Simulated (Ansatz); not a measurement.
**Zn2Cr2Ga, from a guessed structure to a relaxed one**

This structure for Zn2Cr2Ga is made up. Its elements were placed in a known structure type with a cell scaled to their sizes. What cell does the guess relax to, and how far off was it?

Main program and level: Ansatz 0.2.0; DFT, PBE, plane-wave PAW, default files, scalar-relativistic, ferromagnetic start, cell and ions relaxed at zero pressure.

In doubt: warnings of the run leave room for a lower electronic state, so energies may not be the lowest and differences between runs may mislead.

### Step 1. The starting structure

Symmetry: P-3m1, No. 164, trigonal system. Conventional cell: a = 4.088 Å, b = 4.088 Å, c = 5.023 Å, α = 90.00°, β = 90.00°, γ = 120.00°. Ga has 6 Zn at 2.47 Å nearest. Nearest to Zn lie 5 Cr at 2.40 to 2.64 Å and 3 Ga at 2.47 Å. Nearest to Cr lie 5 Zn at 2.40 to 2.64 Å and 3 Cr at 2.65 Å. Farther neighbours are not listed.

### Step 2. Relaxing cell and atoms

The guessed cell has no reason to be at equilibrium. It is relaxed with the atoms, within the space group of the guess.

File input.yaml:

```yaml
crystal:
  lattice:
    - [4.088, 0.0, 0.0]
    - [-2.044, 3.540311851, 0.0]
    - [0.0, 0.0, 5.023]
  atoms:
    - { symbol: Ga, position: [0.0, 0.0, 0.0] }
    - { symbol: Zn, position: [0.666666667, 0.333333333, 0.8576] }
    - { symbol: Zn, position: [0.333333333, 0.666666667, 0.1424] }
    - { symbol: Cr, position: [0.666666667, 0.333333333, 0.3798], spin: 3.0 }
    - { symbol: Cr, position: [0.333333333, 0.666666667, 0.6202], spin: 3.0 }
magnetization:
  spin_polarized: true
kpoints:
  mp_grid: { grid: [8, 8, 6] }
scf:
  occupations: { method: fermi_dirac, width: 0.05 }
hamiltonian:
  xc: pbe
  pseudopotentials: { kind: paw }
relax:
  f_tol: 0.015
  max_steps: 70
  cell: {}
output:
  forces: true
  stress: true
```

Launch:

```bash
$ ansatz run input.yaml --threads 4 --pin off --max-ram 8192MiB --backend cpu --events-out ev --progress --plain --runs-dir out
```

Numbers of over 12 decimals in the logs are rounded to 6 here.

Log:

```text
Engine: ansatz 0.2.0, aarch64-unknown-linux-gnu
Pseudopotentials: kind: paw
Pseudopotential: Ga, paw, valence charge 13, recommended cutoff 420 eV (normal), Ga.paw.azcp
Pseudopotential: Zn, paw, valence charge 12, recommended cutoff 420 eV (normal), Zn.paw.azcp
Pseudopotential: Cr, paw, valence charge 14, recommended cutoff 420 eV (normal), Cr.paw.azcp
Functional definition: PBE
  parameter kappa = 0.804
  parameter beta = 0.066725
  exchange = pbe_x(kappa = kappa, mu = beta*pi^2/3)
  correlation = pbe_c(beta = beta)
Crystal: 5 atoms, lattice volume = 72.697 Å³
Basis set: ecut = 420 eV, 1409 PW (Γ), exchange–correlation on 60×60×72 points (8 copies of the dense FFT grid, shifted against one another)
Bands: 43, of which v1, the nominal top of the filled ones, is band 33 counted from 1 (32 counted from 0)
Symmetry: 12 space group operations
Space group: P-3m1 (ITA 164), of the structure as read, at distance tolerance 4.2e-5 Å
Magnetic group: BNS 164.85 (UNI 1315), of the structure as read, at distance tolerance 4.2e-5 Å
k-points: 50 of 384
Non-local potential: Ga, projectors of the file, l = 0: 2, l = 1: 2, l = 2: 3, l = 3: 1
Non-local potential: Zn, projectors of the file, l = 0: 2, l = 1: 2, l = 2: 3, l = 3: 1
Non-local potential: Cr, projectors of the file, l = 0: 3, l = 1: 2, l = 2: 3, l = 3: 1
PAW form: soft (Blöchl's): semilocal exchange-correlation on the pseudo side does not see the compensation charge
PAW one-centre angular grid: Ga, 590 points (default); XC on 64 Gauss nodes
PAW one-centre angular grid: Zn, 590 points (default); XC on 64 Gauss nodes
PAW one-centre angular grid: Cr, 590 points (default); XC on 64 Gauss nodes
Initial density: superposition of atomic densities (chi_scale 0.1, normalization cell)
Starting moments: Σ|m| = 6 μB on 2 of 5 sites
Initial wavefunctions: pseudopotential atomic-orbital guess
Functional: x = pbe(κ = 0.804, μ = 0.219515), c = pbe(β = 0.066725)
SCF iter   1: F=—  HF=-17175.199012 eV  |F-HF|=—  |Δ(HF+E_count)|=         —  Δρ=6.06e-2 (↑6.06e-2 ↓4.98e-2)  dr2=7.53e0  dr2_m=1.04e-1  M=5.392 μB ∫|m|=5.565 μB  β_m=0.30  ethr=3.10e-3  ⟨swp⟩=6.4  Hψ=15894  notcnv=0  defer=1
Mixer restart at iter 1: flushing history
preconditioner: auto → Kerker (q_TF=auto, 2.678 Å⁻¹)  [metal: Δε(μ)=0.010 eV  Ē_g=10.329 eV  σ=0.050 eV  W_gap=0.05  n_scr=22 (ndim 8)  ℏωp=30.5 eV  f_vac=0.000  D(μ)=5.25/eV (n_scr^D=58)]
spin=Collinear: Kerker preconditioning applied to the charge; magnetization (m = ρ↑ − ρ↓) channel mixes plain (no charge-response kernel on spin).
SCF iter   2: F=—  HF=-17173.817712 eV  |F-HF|=—  |Δ(HF+E_count)|=    1.38e0  Δρ=2.87e-2 (↑2.49e-2 ↓2.87e-2)  dr2=2.04e0  dr2_m=1.88e-2  M=5.504 μB ∫|m|=5.718 μB  β_m=0.41  ethr=3.10e-3  ⟨swp⟩=2.2  Hψ=7927  notcnv=0  defer=205
SCF iter   3: F=—  HF=-17173.344493 eV  |F-HF|=—  |Δ(HF+E_count)|=   4.73e-1  Δρ=1.44e-2 (↑1.28e-2 ↓1.44e-2)  dr2=3.13e-1  dr2_m=3.90e-2  M=5.601 μB ∫|m|=5.882 μB  β_m=0.58  ethr=3.10e-3  ⟨swp⟩=2.0  Hψ=5711  notcnv=0  defer=204
SCF iter   4: F=—  HF=-17173.303112 eV  |F-HF|=—  |Δ(HF+E_count)|=   4.14e-2  Δρ=7.30e-3 (↑6.92e-3 ↓7.30e-3)  dr2=4.74e-2  dr2_m=1.26e-2  M=5.679 μB ∫|m|=6.002 μB  β_m=0.59  ethr=4.82e-4  ⟨swp⟩=2.5  Hψ=7910  notcnv=0  defer=214
SCF iter   5: F=—  HF=-17173.357508 eV  |F-HF|=—  |Δ(HF+E_count)|=         —  Δρ=1.76e-2 (↑1.76e-2 ↓1.11e-2)  dr2=3.83e-2  dr2_m=1.33e-1  M=6.159 μB ∫|m|=6.549 μB  β_m=0.59  ethr=7.29e-5  ⟨swp⟩=2.0  Hψ=7139  notcnv=0  defer=214
Mixer restart at iter 5: flushing history
SCF iter   6: F=—  HF=-17173.340830 eV  |F-HF|=—  |Δ(HF+E_count)|=   1.67e-2  Δρ=5.49e-3 (↑5.49e-3 ↓5.45e-3)  dr2=2.38e-3  dr2_m=1.87e-2  M=6.161 μB ∫|m|=6.560 μB  β_m=0.74  ethr=5.89e-5  ⟨swp⟩=2.0  Hψ=6908  notcnv=0  defer=214
SCF iter   7: F=—  HF=-17173.342399 eV  |F-HF|=—  |Δ(HF+E_count)|=   1.57e-3  Δρ=4.63e-3 (↑4.63e-3 ↓2.01e-3)  dr2=5.58e-3  dr2_m=6.84e-3  M=6.249 μB ∫|m|=6.668 μB  β_m=0.68  ethr=3.67e-6  ⟨swp⟩=2.0  Hψ=8876  notcnv=0  defer=213
SCF iter   8: F=—  HF=-17173.339899 eV  |F-HF|=—  |Δ(HF+E_count)|=   2.50e-3  Δρ=5.46e-4 (↑5.46e-4 ↓5.43e-4)  dr2=1.01e-3  dr2_m=2.05e-5  M=6.239 μB ∫|m|=6.659 μB  β_m=0.70  ethr=3.67e-6  ⟨swp⟩=2.0  Hψ=8389  notcnv=0  defer=213
SCF iter   9: F=—  HF=-17173.340012 eV  |F-HF|=—  |Δ(HF+E_count)|=   1.13e-4  Δρ=3.83e-4 (↑3.83e-4 ↓2.96e-4)  dr2=4.56e-4  dr2_m=1.37e-5  M=6.245 μB ∫|m|=6.667 μB  β_m=0.85  ethr=1.56e-6  ⟨swp⟩=2.0  Hψ=5393  notcnv=0  defer=213
SCF iter  10: F=—  HF=-17173.339988 eV  |F-HF|=—  |Δ(HF+E_count)|=   2.41e-5  Δρ=3.17e-4 (↑3.17e-4 ↓9.89e-5)  dr2=5.43e-5  dr2_m=1.67e-5  M=6.257 μB ∫|m|=6.681 μB  β_m=0.87  ethr=7.02e-7  ⟨swp⟩=2.0  Hψ=6252  notcnv=0  defer=212
SCF iter  11: F=—  HF=-17173.339990 eV  |F-HF|=—  |Δ(HF+E_count)|=   2.04e-6  Δρ=1.46e-4 (↑1.46e-4 ↓4.98e-5)  dr2=1.12e-5  dr2_m=4.42e-6  M=6.256 μB ∫|m|=6.680 μB  β_m=0.94  ethr=8.36e-8  ⟨swp⟩=2.0  Hψ=6774  notcnv=0  defer=212
SCF iter  12: F=—  HF=-17173.339992 eV  |F-HF|=—  |Δ(HF+E_count)|=   2.32e-6  Δρ=4.37e-5 (↑4.37e-5 ↓2.93e-5)  dr2=2.14e-6  dr2_m=1.88e-7  M=6.255 μB ∫|m|=6.680 μB  β_m=0.72  ethr=1.72e-8  ⟨swp⟩=2.0  Hψ=7050  notcnv=0  defer=212
SCF iter  13: F=—  HF=-17173.339990 eV  |F-HF|=—  |Δ(HF+E_count)|=   1.82e-6  Δρ=5.55e-6 (↑4.55e-6 ↓5.55e-6)  dr2=5.83e-8  dr2_m=3.70e-9  M=6.255 μB ∫|m|=6.680 μB  β_m=0.86  ethr=3.30e-9  ⟨swp⟩=2.0  Hψ=6757  notcnv=0  defer=212
SCF iter  14: F=-17173.339990 eV  HF=-17173.339990 eV  |F-HF|=2.73e-9  |Δ(HF+E_count)|=   2.53e-8  Δρ=2.07e-6 (↑2.00e-6 ↓2.07e-6)  dr2=1.16e-8  dr2_m=2.12e-10  M=6.255 μB ∫|m|=6.680 μB  ethr=8.97e-11  ⟨swp⟩=2.0  Hψ=14069  notcnv=0
SCF 1 converged in 14 iterations: F = -17173.339990 eV  dr2 = 1.16e-8
  greatest PAW one-centre occupation: 1.000 electrons in one spin orbital (limit 2), on the Cr atom at site 4 (counted from 0), in its partial waves of l = 0
relax step   1: F+E_penalty+E_count = -17173.33999024 eV  Δ(F+E_penalty+E_count) = +0.000e0 eV  max|allowed force component| = 1.667e0 eV/Å  Δτ_max = 0.0000 Å  P = +13.437 GPa  Ω = 72.697 Å³  (14 SCF iters, dr2 threshold 1.00e-7 eV, accepted)
Crystal: 5 atoms, lattice volume = 77.973 Å³
Basis set: ecut = 420 eV, 1487 PW (Γ), exchange–correlation on 60×60×72 points (8 copies of the dense FFT grid, shifted against one another)
Initial density: handed on by an earlier stage of this run
Starting moments: Σ|m| = 6 μB on 2 of 5 sites; this step starts from the density that it was given
Initial wavefunctions: those handed on with the density
iter 1 solved again at ethr=2.27e-4 eV; its pass at ethr=3.10e-3 eV (dr2=1.47e-1 eV) is discarded
[...]
relax step   4: F+E_penalty+E_count = -17174.17467366 eV  Δ(F+E_penalty+E_count) = -6.678e-3 eV  max|allowed force component| = 3.035e-2 eV/Å  Δτ_max = 0.0215 Å  P = +0.012 GPa  Ω = 83.700 Å³  energy of the carried Pulay correction = -6.206e-3 eV  (8 SCF iters, dr2 threshold 5.00e-7 eV, accepted)
[...]
relax step   5: F+E_penalty+E_count = -17174.17500803 eV  Δ(F+E_penalty+E_count) = -3.344e-4 eV  max|allowed force component| = 7.741e-3 eV/Å  Δτ_max = 0.0122 Å  P = +0.298 GPa  Ω = 83.410 Å³  energy of the carried Pulay correction = -6.054e-3 eV  (10 SCF iters, dr2 threshold 5.76e-8 eV, accepted)
[...]
relax step   6: F+E_penalty+E_count = -17174.17519349 eV  Δ(F+E_penalty+E_count) = -1.855e-4 eV  max|allowed force component| = 5.130e-4 eV/Å  Δτ_max = 0.0025 Å  P = +0.016 GPa  Ω = 83.719 Å³  energy of the carried Pulay correction = -6.216e-3 eV  (8 SCF iters, dr2 threshold 2.90e-7 eV, accepted)
[...]
relax step   7: F+E_penalty+E_count = -17174.18515564 eV  Δ(F+E_penalty+E_count) = -9.962e-3 eV  max|allowed force component| = 2.897e-3 eV/Å  Δτ_max = 0.0000 Å  P = +0.198 GPa  Ω = 83.719 Å³  stress off target by 2.75e-1 GPa  SCF on the basis re-selected at this cell (its energy is not comparable with the rows above)  (13 SCF iters)
[...]
relax step   8: F+E_penalty+E_count = -17174.18523711 eV  Δ(F+E_penalty+E_count) = -8.147e-5 eV  max|allowed force component| = 6.010e-4 eV/Å  Δτ_max = 0.0006 Å  P = +0.012 GPa  Ω = 83.945 Å³  energy of the carried Pulay correction = -9.227e-5 eV  (8 SCF iters, dr2 threshold 1.90e-7 eV, accepted)
iter 1 solved again at ethr=4.74e-8 eV; its pass at ethr=3.10e-3 eV (dr2=3.08e-5 eV) is discarded
SCF iter   1: F=—  HF=-17174.185277 eV  |F-HF|=—  |Δ(HF+E_count)|=         —  Δρ=3.89e-5 (↑3.89e-5 ↓3.62e-5)  dr2=9.43e-8  dr2_m=1.46e-7  M=7.201 μB ∫|m|=7.778 μB  β_m=0.65  ethr=4.74e-8  ⟨swp⟩=3.5  Hψ=28271  notcnv=0
preconditioner: auto → Kerker (q_TF=auto, 2.405 Å⁻¹)  [metal: Δε(μ)=0.006 eV  Ē_g=10.266 eV  σ=0.050 eV  W_gap=0.03  n_scr=22 (ndim 8)  ℏωp=28.4 eV  f_vac=0.011  D(μ)=2.75/eV (n_scr^D=22)]
spin=Collinear: Kerker preconditioning applied to the charge; magnetization (m = ρ↑ − ρ↓) channel mixes plain (no charge-response kernel on spin).
SCF iter   2: F=—  HF=-17174.185320 eV  |F-HF|=—  |Δ(HF+E_count)|=   4.32e-5  Δρ=1.41e-5 (↑1.41e-5 ↓1.32e-5)  dr2=2.71e-8  dr2_m=1.79e-8  M=7.201 μB ∫|m|=7.778 μB  β_m=0.62  ethr=1.45e-10  ⟨swp⟩=2.0  Hψ=6719  notcnv=0
SCF iter   3: F=—  HF=-17174.185326 eV  |F-HF|=—  |Δ(HF+E_count)|=   5.93e-6  Δρ=2.97e-6 (↑2.79e-6 ↓2.97e-6)  dr2=8.11e-9  dr2_m=3.13e-10  M=7.201 μB ∫|m|=7.778 μB  β_m=0.50  ethr=4.17e-11  ⟨swp⟩=2.0  Hψ=5843  notcnv=0
SCF iter   4: F=—  HF=-17174.185326 eV  |F-HF|=—  |Δ(HF+E_count)|=   1.00e-7  Δρ=3.23e-7 (↑3.23e-7 ↓2.33e-7)  dr2=1.55e-10  dr2_m=1.17e-11  M=7.201 μB ∫|m|=7.778 μB  β_m=0.74  ethr=1.25e-11  ⟨swp⟩=2.0  Hψ=5669  notcnv=0
SCF iter   5: F=—  HF=-17174.185326 eV  |F-HF|=—  |Δ(HF+E_count)|=   1.98e-9  Δρ=1.92e-7 (↑1.68e-7 ↓1.92e-7)  dr2=8.63e-11  dr2_m=1.42e-12  M=7.201 μB ∫|m|=7.778 μB  β_m=0.86  ethr=1.00e-12  ⟨swp⟩=2.0  Hψ=7065  notcnv=0
SCF iter   6: F=—  HF=-17174.185326 eV  |F-HF|=—  |Δ(HF+E_count)|=  1.93e-10  Δρ=1.35e-7 (↑1.35e-7 ↓1.16e-7)  dr2=7.76e-11  dr2_m=5.82e-13  M=7.201 μB ∫|m|=7.778 μB  β_m=0.90  ethr=1.00e-12  ⟨swp⟩=2.0  Hψ=4874  notcnv=0
SCF iter   7: F=—  HF=-17174.185326 eV  |F-HF|=—  |Δ(HF+E_count)|=  4.00e-11  Δρ=7.48e-8 (↑7.48e-8 ↓4.40e-8)  dr2=6.97e-12  dr2_m=1.22e-12  M=7.201 μB ∫|m|=7.778 μB  β_m=0.95  ethr=1.00e-12  ⟨swp⟩=1.6  Hψ=4699  notcnv=0
SCF iter   8: F=-17174.185326 eV  HF=-17174.185326 eV  |F-HF|=2.18e-11  |Δ(HF+E_count)|=  3.64e-12  Δρ=8.89e-8 (↑8.89e-8 ↓2.62e-8)  dr2=1.50e-11  dr2_m=8.66e-13  M=7.201 μB ∫|m|=7.778 μB  ethr=1.00e-12  ⟨swp⟩=2.9  Hψ=13300  notcnv=0
SCF 9 converged in 8 iterations: F = -17174.185326 eV  dr2 = 1.50e-11
relax step   9: F+E_penalty+E_count = -17174.18532614 eV  Δ(F+E_penalty+E_count) = -8.904e-5 eV  max|allowed force component| = 6.415e-4 eV/Å  Δτ_max = 0.0000 Å  P = +0.011 GPa  Ω = 83.945 Å³  stress off target by 1.83e-2 GPa  SCF on the basis re-selected at this cell (its energy is not comparable with the rows above)  (8 SCF iters)
basis re-selected at this cell: Δ(F+E_penalty+E_count) = -8.904e-5 eV, ΔP = -0.001 GPa vs the last step (what re-selecting the basis moved, of the pressure what is left beyond the Pulay correction that the steps carried, after the strain that the cell walked since its last selection, with what the two solves' SCF thresholds leave and, on support functions, any second-order correction that the steps lacked; it is no m [...]
WARN: an SCF from antiferromagnetic starting moments (0.00, 0.00, 0.00, -3.43, 3.43 Bohr magnetons, atom by atom) was not made, by what the run has read of turns of its moments that order reads lower: the deck asks for what bars it, or types moments that do (magnetization.spin_polarized, in the input reference, names some of the keys), or the run goes by scf.lower_state_search: light, the default, which as a rule tries one only behind a close that has lost an order of both signs, or on which an open d or half-filled 4f shell of a PAW file has lost a moment that was set nearer to Hund's than to what is left; [rest of the remark cut]
SCF converged after 8 iterations
Magnetization: 7.2008 μB (36.1004 up, 28.8996 down)
Absolute magnetization: 7.7773 μB (∫|ρ↑−ρ↓|, with the PAW one-centre terms)
Spin contamination: 0.2532 ħ² per cell (⟨S²⟩ above its minimum at these occupations)
Per-site moments (μB) at R_I (Å): [(-0.077895, 1.086396), (-0.00867421, 1.068805), (-0.00867421, 1.068805), (3.268630, 1.068805), (3.268630, 1.068805)]
Free energy (F): -17174.185326 eV
Harris-Foulkes:  -17174.185326 eV  (|F-HF|=2.18e-11)
Internal energy: -17174.162971 eV  (E = F + TS)
E sigma→0 (E₀):  -17174.174148 eV
Entropy (-TS):   -0.022356 eV (-4.471 meV/atom)
Fermi energy:    11.071963 eV
--- Per-component energies (eV) ---
  E_band       = -419.471046
  E_kinetic    = 1061.065195
  E_local      = -8348.619695  (includes V_loc(G=0)·N_el)
  E_nonlocal   = 1809.670207
  E_hartree    = 3625.494629
  E_xc         = -620.983223
  E_vxc        = -515.440968  (∫ρ·V_xc dr)
  E_paw        = -8031.989711  (= ΣΔE_a)
  E_vpaw       = -1677.134714  (= ΣTr[D̂ρ^β])
  E_aug_tail   = -0.000111  (compensation charges beyond the density's cutoff)
  E_ewald      = -6668.800261
  E_smearing   = -0.022356  (= −TS)
  E_closure    = 0.000000  (closes the sum)
  Σ components = -17174.185326   (vs F -17174.185326, Δ=0.00e0)
--- Forces (eV/Å), atoms counted from 1 ---
  atom   1  Ga     0.00000000    -0.00000000     0.00000000
  atom   2  Zn     0.00000000     0.00000000     0.00064148
  atom   3  Zn    -0.00000000     0.00000000    -0.00064148
  atom   4  Cr     0.00000000     0.00000000    -0.00030693
  atom   5  Cr     0.00000000    -0.00000000     0.00030693
  max |Σ_I F_I| component: 9.25e-18 eV/Å
--- Stress (GPa, compression-positive) ---
        0.007063      -0.000000      -0.000000
       -0.000000       0.007063       0.000000
       -0.000000       0.000000       0.018270
  P = ⅓ Tr σ = 0.0108 GPa (0.108 kbar)
--- Relaxed structure (7 steps of the walk, 7 accepted, 2 SCFs on fresh bases) ---
  F+E_penalty+E_count = -17174.18532614 eV   max|allowed force component| = 6.415e-4 eV/Å   (the final SCF, on the basis selected at the relaxed cell)
  cell:  # Å, volume = 83.9453 Å³
    - [4.253384, 0, 0]
    - [-2.126692, 3.683538, 0]
    - [0, 0, 5.357923]
  atoms:
    - { symbol: Ga, position: [0, 0, -1.6577090751918527e-18] }
    - { symbol: Zn, position: [0.666667, 0.333333, 0.822360] }
    - { symbol: Zn, position: [0.333333, 0.666667, 0.177640] }
    - { symbol: Cr, position: [0.666667, 0.333333, 0.331894] }
    - { symbol: Cr, position: [0.333333, 0.666667, 0.668106] }
```

Run time: 51 s. Hardware: 4 threads of Arm Neoverse V2, shared host; peak memory 0.64 GiB; 3.2 min of CPU time.

Relaxation path:

| step | energy less that of the first step (eV) | largest force component (eV/Å) | pressure (GPa) | volume (Å³) |
| --- | --- | --- | --- | --- |
| 1 | 0.0000 | 1.6668 | 13.44 | 72.70 |
| 2 | -0.5893 | 0.8637 | 5.88 | 77.97 |
| 3 | -0.8280 | 0.1039 | 0.69 | 82.89 |
| 4 | -0.8347 | 0.0303 | 0.01 | 83.70 |
| 5 | -0.8350 | 0.0077 | 0.30 | 83.41 |
| 6 | -0.8352 | 0.0005 | 0.02 | 83.72 |
| 7* | -0.8452 | 0.0029 | 0.20 | 83.72 |
| 8 | -0.8452 | 0.0006 | 0.01 | 83.95 |
| 9* | -0.8453 | 0.0006 | 0.01 | 83.95 |

Relaxation steps marked * repeat the geometry before them on a plane-wave basis chosen anew for their cell, so energy and pressure can jump there.

The run keeps the 12 symmetry operations that it works with, so distortions that break them were not tested.

| conventional cell, symmetrised | before | after | change |
| --- | --- | --- | --- |
| a (Å) | 4.088 | 4.253 | +4.0 % |
| b (Å) | 4.088 | 4.253 | +4.0 % |
| c (Å) | 5.023 | 5.358 | +6.7 % |
| volume (Å³/atom) | 14.54 | 16.79 | +15.5 % |

The atoms that moved most (Å, as changes of fractional coordinates times the final cell):

```csv
atom,dx,dy,dz,length
Cr4,0.000,0.000,-0.257,0.257
Cr5,0.000,0.000,0.257,0.257
Zn2,0.000,0.000,-0.189,0.189
Zn3,0.000,0.000,0.189,0.189
```

Final coordinates:

```cif
data_structure
_symmetry_space_group_name_H-M 'P 1'
_symmetry_Int_Tables_number 1
_cell_length_a 4.2534
_cell_length_b 4.2534
_cell_length_c 5.3579
_cell_angle_alpha 90.000
_cell_angle_beta 90.000
_cell_angle_gamma 120.000
_cell_volume 83.95
loop_
_atom_site_label
_atom_site_type_symbol
_atom_site_fract_x
_atom_site_fract_y
_atom_site_fract_z
_atom_site_occupancy
Ga1 Ga 0.00000 0.00000 0.00000 1
Zn2 Zn 0.66667 0.33333 0.82236 1
Zn3 Zn 0.33333 0.66667 0.17764 1
Cr4 Cr 0.66667 0.33333 0.33189 1
Cr5 Cr 0.33333 0.66667 0.66811 1
```

This step gave:

```yaml
free_energy: -17174.1853 eV
energy_at_zero_smearing: -17174.1741 eV
smearing_term_ts: 0.02236 eV
fermi_energy: 11.07 eV
magnetization: 7.201 μB
absolute_magnetization: 7.777 μB
site_moments: -0.07790, -0.008674, -0.008674, 3.269, 3.269 μB
electrons: 65
symmetry_operations: 12
pressure: 0.01080 GPa
```

Site moment by atom:

| atom | site moment (μB) |
| --- | --- |
| Ga1 | -0.08 |
| Zn2 | -0.01 |
| Zn3 | -0.01 |
| Cr4 | 3.27 |
| Cr5 | 3.27 |

The shortest distance of each pair, which need not be the same contact before and after:

```
 pair  guess (Å)  relaxed (Å)
Cr–Zn      2.400        2.591
Ga–Zn      2.466        2.634
Cr–Ga      3.035        3.032
Cr–Cr      2.651        3.046
Zn–Zn      2.760        3.107
```

The relaxation ends with a largest force component of 6.4e-4 eV/Å and a pressure of 0.01 GPa.

### Step 3. Results

```
space group, relaxed : P-3m1
conventional cell    : a = 4.253, b = 4.253, c = 5.358 Å; α = 90.0°, β = 90.0°, γ = 120.0°
volume per atom      : 16.79 Å³ (guess 14.54)
total moment         : 7.20 μB in the cell of 5 atoms
```

Zn2Cr2Ga relaxes to P-3m1 with a = 4.253, b = 4.253 and c = 5.358 Å. The guessed volume was 13 % too small. The space group P-3m1 was held in the relaxation, so the end point is a stationary structure within it and may be a saddle against distortions or other arrangements. The input starts from parallel moments, and no other start was typed. The electronic state may lie above the lowest one. Mesh and cutoff weren't tested. No dispersion term is used, so weakly bound directions may come out too long. The program estimates, without running it, that another magnetic order lies lower than the one relaxed here. Nothing here tests whether the compound is stable against decomposition.

[Logs are printed without paths, hosts, clocks, repeated set-up lines and the standing remarks that a program may print on its own settings, such as how far it seeks lower states.]

[Hosts, paths, dates, database ids (printed as entryN), source tags and the programs' standing remarks are cut or masked in the printed files.]
